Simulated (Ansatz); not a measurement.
# Work function of Al(110): what the settings cost and change, part 2 of 2

Aim: the numerical settings behind the work function of Al(110), with the cost of each.

Ansatz 0.2.0; plane-wave DFT, PBE, Ansatz PAW.

So far. Step 7 (Slab): The work function is 4.196 eV, +0.159 eV from the run “cutoff 420 eV”, at 0.13 times its CPU time. Step 8 (Run): The work function is 4.028 eV, -0.009 eV from the run “cutoff 420 eV”, at 0.43 times its CPU time.

### Step 9. Run

File input.yaml:

```yaml
crystal:
  lattice:
    - [4.05, 0.0, 0.0]
    - [0.0, 2.8637824638, 0.0]
    - [0.0, 0.0, 26.5913473914]
  atoms:
    - { symbol: Al, position: [0.0, 0.0, 0.3384559597] }
    - { symbol: Al, position: [0.5, 0.5, 0.3923039731] }
    - { symbol: Al, position: [0.0, 0.0, 0.4461519866] }
    - { symbol: Al, position: [0.5, 0.5, 0.5] }
    - { symbol: Al, position: [0.0, 0.0, 0.5538480134] }
    - { symbol: Al, position: [0.5, 0.5, 0.6076960269] }
    - { symbol: Al, position: [0.0, 0.0, 0.6615440403] }
kpoints:
  mp_grid: { grid: [15, 21, 1] }
hamiltonian:
  xc: pbe
scf:
  occupations: { method: fermi_dirac, width: 0.1 }
  convergence: { dr2_threshold: 1.0e-09 }
efield:
  axis: 3
  dipole_correction: true
  ramp_position: 0.97
  ramp_width: 0.06
output:
  write_potential: true
  write_density: true
  volumetric_format: npy
```

Run with:

```
$ ansatz run input.yaml --threads 2 --pin off --max-ram 3072MiB --backend cpu --events-out ev --progress --plain --runs-dir out
```

Numbers of over 12 decimals in the logs are rounded to 6 here.

What it wrote:

```text
[...]
Crystal: 7 atoms, lattice volume = 308.415 Å³
Basis set: ecut = 420 eV, 6033 PW (Γ)
Bands: 18, of which v1, the nominal top of the filled ones, is band 11 counted from 1 (10 counted from 0)
Symmetry: 4 space group operations
k-points: 88 of 315
[...]
k-point 0: bands = [... 7 lower, -1.1879, -0.7241, 0.2559, 0.2735, 0.6425, 1.9898, 2.1608, 2.9891, ... 3 higher]
  k-point 1: bands = [... 7 lower, -1.1505, -0.6848, 0.2934, 0.3121, 0.6772, 2.0252, 2.1983, 3.0201, ... 3 higher]
  k-point 2: bands = [... 7 lower, -1.0381, -0.5676, 0.4058, 0.4268, 0.7774, 2.1284, 2.3108, 3.0983, ... 3 higher]
  k-point 87: bands = [... 7 lower, -2.0547, -1.9639, -1.4736, -1.1370, -0.3917, -0.1104, 0.7129, 1.0131, ... 3 higher]
[key lines of the parts left out:]
SCF converged after 8 iterations
Free energy (F): -3761.076163 eV
Fermi energy:    0.503891 eV
Dipole field:    D = -0.000000 V/Å  (p = -0.000000 e·Å, saw-weighted, corrected)
Work function:   Φ+ = 4.0314 eV   Φ− = 4.0314 eV
```

Elapsed: 80 s, on 2 threads of Arm Neoverse N1, shared host; peak memory 0.84 GiB; 2.2 min of CPU time.

The work function is 4.031 eV, -0.006 eV from the run “cutoff 420 eV”, at 1.9 times its CPU time.

### Step 10. Run

input.yaml, as its differences from that of step 9:

```diff
@@ -14,3 +14,3 @@
 kpoints:
-  mp_grid: { grid: [15, 21, 1] }
+  mp_grid: { grid: [10, 14, 1] }
 hamiltonian:
@@ -18,3 +18,3 @@
 scf:
-  occupations: { method: fermi_dirac, width: 0.1 }
+  occupations: { method: gaussian, width: 0.05 }
   convergence: { dr2_threshold: 1.0e-09 }
```

What it wrote:

```text
[...]
Crystal: 7 atoms, lattice volume = 308.415 Å³
Basis set: ecut = 420 eV, 6033 PW (Γ)
Bands: 18, of which v1, the nominal top of the filled ones, is band 11 counted from 1 (10 counted from 0)
Symmetry: 4 space group operations
k-points: 48 of 140
[...]
k-point 0: bands = [... 7 lower, -1.2030, -0.7557, 0.2413, 0.2563, 0.6370, 1.9746, 2.1516, 2.9844, ... 3 higher]
  k-point 1: bands = [... 7 lower, -1.1188, -0.6675, 0.3257, 0.3428, 0.7139, 2.0535, 2.2361, 3.0515, ... 3 higher]
  k-point 2: bands = [... 7 lower, -0.8659, -0.4080, 0.5787, 0.5967, 0.9100, 2.2570, 2.4892, 2.5573, ... 3 higher]
  k-point 47: bands = [... 7 lower, -2.3986, -1.5621, -1.5546, -1.4430, -0.3397, -0.2340, 0.9123, 0.9777, ... 3 higher]
[key lines of the parts left out:]
SCF converged after 7 iterations
Free energy (F): -3761.016527 eV
Fermi energy:    0.496377 eV
Dipole field:    D = -0.000000 V/Å  (p = -0.000000 e·Å, saw-weighted, corrected)
Work function:   Φ+ = 4.0486 eV   Φ− = 4.0486 eV
```

The job ended after 38 s (2 threads; peak memory 0.6 GiB).

The work function is 4.049 eV, +0.011 eV from the run “cutoff 420 eV”, at 0.92 times its CPU time.

### Step 11. Run

input.yaml, as its differences from that of step 10:

```diff
@@ -18,3 +18,3 @@
 scf:
-  occupations: { method: gaussian, width: 0.05 }
+  occupations: { method: methfessel_paxton, width: 0.2 }
   convergence: { dr2_threshold: 1.0e-09 }
```

What it wrote:

```text
[...]
Crystal: 7 atoms, lattice volume = 308.415 Å³
Basis set: ecut = 420 eV, 6033 PW (Γ)
Bands: 18, of which v1, the nominal top of the filled ones, is band 11 counted from 1 (10 counted from 0)
Symmetry: 4 space group operations
k-points: 48 of 140
[...]
k-point 0: bands = [... 7 lower, -1.1962, -0.7486, 0.2487, 0.2632, 0.6407, 1.9817, 2.1569, 2.9870, ... 3 higher]
  k-point 1: bands = [... 7 lower, -1.1120, -0.6604, 0.3330, 0.3497, 0.7177, 2.0606, 2.2413, 3.0541, ... 3 higher]
  k-point 2: bands = [... 7 lower, -0.8591, -0.4009, 0.5861, 0.6036, 0.9139, 2.2645, 2.4944, 2.5634, ... 3 higher]
  k-point 47: bands = [... 7 lower, -2.3909, -1.5579, -1.5487, -1.4325, -0.3311, -0.2315, 0.9198, 0.9800, ... 3 higher]
[key lines of the parts left out:]
SCF converged after 7 iterations
Free energy (F): -3761.016664 eV
Fermi energy:    0.507545 eV
Dipole field:    D = 0.000000 V/Å  (p = 0.000000 e·Å, saw-weighted, corrected)
Work function:   Φ+ = 4.0328 eV   Φ− = 4.0328 eV
```

Wall time 40 s (2 threads); peak memory 0.59 GiB.

The work function is 4.033 eV, -0.005 eV from the run “cutoff 420 eV”, at 0.98 times its CPU time.

### Step 12. Slab

input.yaml, as its differences from that of step 11:

```diff
@@ -18,3 +18,3 @@
 scf:
-  occupations: { method: methfessel_paxton, width: 0.2 }
+  occupations: { method: fermi_dirac, width: 0.3 }
   convergence: { dr2_threshold: 1.0e-09 }
```

What it wrote:

```text
band count auto-derived: 21 (N_el = 21.0; filled up to band 11; 18 by the electrons, moments and atoms)
[...]
Crystal: 7 atoms, lattice volume = 308.415 Å³
Basis set: ecut = 420 eV, 6033 PW (Γ)
Bands: 21, of which v1, the nominal top of the filled ones, is band 11 counted from 1 (10 counted from 0)
Symmetry: 4 space group operations
k-points: 48 of 140
[...]
k-point 0: bands = [... 7 lower, -1.2336, -0.7765, 0.2099, 0.2276, 0.6120, 1.9469, 2.1175, 2.9643, ... 6 higher]
  k-point 1: bands = [... 7 lower, -1.1493, -0.6883, 0.2942, 0.3141, 0.6891, 2.0257, 2.2020, 3.0311, ... 6 higher]
  k-point 2: bands = [... 7 lower, -0.8964, -0.4287, 0.5473, 0.5680, 0.8857, 2.2294, 2.4551, 2.5342, ... 6 higher]
  k-point 47: bands = [... 7 lower, -2.4216, -1.5997, -1.5862, -1.4662, -0.3700, -0.2699, 0.8809, 0.9442, ... 6 higher]
[key lines of the parts left out:]
SCF converged after 7 iterations
Free energy (F): -3761.511150 eV
Fermi energy:    0.459048 eV
Dipole field:    D = -0.000000 V/Å  (p = -0.000000 e·Å, saw-weighted, corrected)
Work function:   Φ+ = 4.1120 eV   Φ− = 4.1120 eV
```

Elapsed: 49 s, on 2 threads; peak memory 0.64 GiB; 82 s of CPU time.

The work function is 4.112 eV, +0.074 eV from the run “cutoff 420 eV”, at 1.2 times its CPU time.

### Step 13. Run

input.yaml, as its differences from that of step 12:

```diff
@@ -18,3 +18,3 @@
 scf:
-  occupations: { method: fermi_dirac, width: 0.3 }
+  occupations: { method: cold, width: 0.1 }
   convergence: { dr2_threshold: 1.0e-09 }
```

What it wrote:

```text
[...]
Crystal: 7 atoms, lattice volume = 308.415 Å³
Basis set: ecut = 420 eV, 6033 PW (Γ)
Bands: 18, of which v1, the nominal top of the filled ones, is band 11 counted from 1 (10 counted from 0)
Symmetry: 4 space group operations
k-points: 48 of 140
[...]
k-point 0: bands = [... 7 lower, -1.2016, -0.7552, 0.2423, 0.2577, 0.6369, 1.9755, 2.1522, 2.9844, ... 3 higher]
  k-point 1: bands = [... 7 lower, -1.1173, -0.6669, 0.3266, 0.3442, 0.7139, 2.0543, 2.2366, 3.0515, ... 3 higher]
  k-point 2: bands = [... 7 lower, -0.8645, -0.4074, 0.5796, 0.5981, 0.9099, 2.2579, 2.4897, 2.5578, ... 3 higher]
  k-point 47: bands = [... 7 lower, -2.3978, -1.5614, -1.5539, -1.4420, -0.3388, -0.2336, 0.9129, 0.9777, ... 3 higher]
[key lines of the parts left out:]
SCF converged after 7 iterations
Free energy (F): -3761.013912 eV
Fermi energy:    0.499084 eV
Dipole field:    D = -0.000000 V/Å  (p = -0.000000 e·Å, saw-weighted, corrected)
Work function:   Φ+ = 4.0454 eV   Φ− = 4.0454 eV
```

Elapsed: 38 s, on 2 threads; peak memory 0.6 GiB; 65 s of CPU time.

The work function is 4.045 eV, +0.008 eV from the run “cutoff 420 eV”, at 0.92 times its CPU time.

### Step 14. The series together

Times are for 2 threads of Arm Neoverse N1, shared host. Results by setting:

| no. | setting | work function, upper face (eV) | time | memory (GiB) |
| --- | --- | --- | --- | --- |
| 1 | cutoff 200 eV | 3.996 | 17 s | 0.35 |
| 2 | cutoff 300 eV | 4.034 | 28 s | 0.46 |
| 3 | cutoff 420 eV | 4.037 | 43 s | 0.6 |
| 4 | cutoff 600 eV | 4.038 | 72 s | 0.87 |
| 5 | mesh 2x2 | 3.931 | 4.2 s | 0.4 |
| 6 | mesh 3x5 | 4.196 | 7.5 s | 0.38 |
| 7 | mesh 7x9 | 4.028 | 19 s | 0.45 |
| 8 | mesh 15x21 | 4.031 | 80 s | 0.84 |
| 9 | Gaussian smearing 0.05 eV | 4.049 | 38 s | 0.6 |
| 10 | methfessel_paxton smearing 0.2 eV | 4.033 | 40 s | 0.59 |
| 11 | fermi_dirac smearing 0.3 eV | 4.112 | 49 s | 0.64 |
| 12 | cold smearing 0.1 eV | 4.045 | 38 s | 0.6 |

### Step 15. A changed input

An input spoilt on purpose, to show how the run answers: it repeats the earlier run “cutoff 200 eV” with efield.amplitude to 1.5, and scf.max_iter set to 100; its output block differs too.

input.yaml, as its differences from that of step 13:

```diff
@@ -18,4 +18,5 @@
 scf:
-  occupations: { method: cold, width: 0.1 }
+  occupations: { method: fermi_dirac, width: 0.1 }
   convergence: { dr2_threshold: 1.0e-09 }
+  max_iter: 100
 efield:
@@ -25,2 +26,5 @@
   ramp_width: 0.06
+  amplitude: 1.5
+basis:
+  ecutwfc: "200 eV"
 output:
```

What it wrote:

```text
[...]
Crystal: 7 atoms, lattice volume = 308.415 Å³
Basis set: ecut = 200 eV, 1983 PW (Γ)
Bands: 18, of which v1, the nominal top of the filled ones, is band 11 counted from 1 (10 counted from 0)
Symmetry: 4 space group operations
k-points: 48 of 140
[...]
SCF iter   1: F=—  HF=-3762.064759 eV  |F-HF|=—  |Δ(HF+E_count)|=         —  Δρ=2.04e-2  dr2=2.18e1  ethr=3.10e-3  p=1.303 e·Å  D=7.65e-1 V/Å  ΔV_dip=-20.33 eV  dr2_dipole=3.07e0  V_vac-E_F(+/−)=15.66/4.85 eV  ⟨swp⟩=10.4  Hψ=7226  notcnv=0
[...]
SCF iter  11: F=-3760.170870 eV  HF=-3760.170870 eV  |F-HF|=3.18e-12  |Δ(HF+E_count)|=  1.47e-10  Δρ=7.08e-8  dr2=5.21e-11  ethr=4.76e-12  p=1.150 e·Å  D=6.75e-1 V/Å  ΔV_dip=-17.95 eV  dr2_dipole=4.43e-12  V_vac-E_F(+/−)=13.12/0.40 eV  ⟨swp⟩=13.2  Hψ=4530  notcnv=0
WARN: efield: at this solve's end the planar-averaged density reaches 3.03e-4 e/Å³ inside the ramp window [0.9324, 0.1764] (bound 1e-5 e/Å³); the window's nearer edge stands 4.31 Å from this solve's nearest atom along the axis. Its free energy, forces, stress, dipole, levels and responses can be off, and this figure does not tell by how much. The cell may have no vacuum along `efield.axis`. A short vacuum, a low `basis.ecutwfc` or `basis.ecutrho_ratio` and negative occupations (`scf.occupations.method`) can put density there. See the manual's quickstart, § The vacuum guard
SCF 1 converged in 11 iterations: F = -3760.170870 eV  dr2 = 5.21e-11
[...]
SCF converged after 11 iterations
Free energy (F): -3760.170870 eV
[...]
Internal energy: -3760.058866 eV  (E = F + TS)
E sigma→0 (E₀):  -3760.114868 eV
Entropy (-TS):   -0.112003 eV (-16.000 meV/atom)
Fermi energy:    0.380103 eV
Dipole field:    D = 0.674863 V/Å  (p = 1.150242 e·Å, saw-weighted, corrected)
Work function:   not extracted (applied field tilts the vacuum); planar V_es + V_field profile in the machine report
[...]
Vacuum region:   at the solve's end the planar-averaged density reaches 3.03e-4 e/Å³ inside the ramp window [0.9324, 0.1764] (bound 1e-5 e/Å³)
[...]
--- Band table (eV; the first three rows and the last of 48) ---
  k-point 0: bands = [... 7 lower, -1.2557, -0.9786, 0.0579, 0.1899, 0.4384, 1.4440, 1.9623, 2.0962, ... 3 higher]
  k-point 1: bands = [... 7 lower, -1.1779, -0.8871, 0.1475, 0.2665, 0.5187, 1.5316, 2.0420, 2.1740, ... 3 higher]
  k-point 2: bands = [... 7 lower, -0.9246, -0.6159, 0.4104, 0.5189, 0.7388, 1.7692, 2.1769, 2.4258, ... 3 higher]
  k-point 47: bands = [... 7 lower, -2.5983, -1.7220, -1.6525, -1.5100, -0.5401, -0.3039, 0.7678, 0.8211, ... 3 higher]
```

Elapsed: 23 s, on 2 threads; peak memory 0.33 GiB.

In so strong a field the program warns of density in the ramp of the sawtooth; these numbers are not the system's.

### Step 16. Outcome

```yaml
work_function_cutoff_420_ev: 4.037 eV
work_function_cutoff_600_ev: 4.038 eV
work_function_mesh_2x2: 3.931 eV
work_function_mesh_3x5: 4.196 eV
```

What this shows: The run at the highest cutoff gives 4.04 eV, and the settings tried spread the value from 3.93 to 4.20 eV. Against 600 eV, a cutoff of 200 eV is off by -0.042 eV. Against 600 eV, a cutoff of 420 eV is off by -0.000 eV. Against the finest mesh, 15 points along a, the coarser ones are off by -0.10 (2), +0.16 (3) and -0.00 (7) eV. The smearing schemes and widths spread it over 0.08 eV. The ladder's slabs use the tabulated experimental lattice constant (two decimals; a low-temperature value for the alkali metals).

Computed beside measured:

| quantity | measured | cutoff 600 eV |
| --- | --- | --- |
| work function (clean (110) face, a compiled value) (eV) | 4.23 | 4.04 (-0.19 eV) |

Measured values from arxiv:1702.08515 (2017).

How well it matches: The work function is off by -0.19 eV: fair agreement. The grades are ours: good and fair within 3 and 7 % for the work function. No cell relaxation is part of this session.

[Logs are printed without paths, hosts, clocks, repeated set-up lines and the standing remarks that a program may print on its own settings, such as how far it seeks lower states.]

[Hosts, paths, dates, database ids (printed as entryN), source tags and the programs' standing remarks are cut or masked in the printed files.]

[Maps of the electrostatic potential energy from Ansatz leave out the sawtooth potential of an applied field or a dipole correction, so their vacuum need not be flat; planar profiles and work functions include it.]
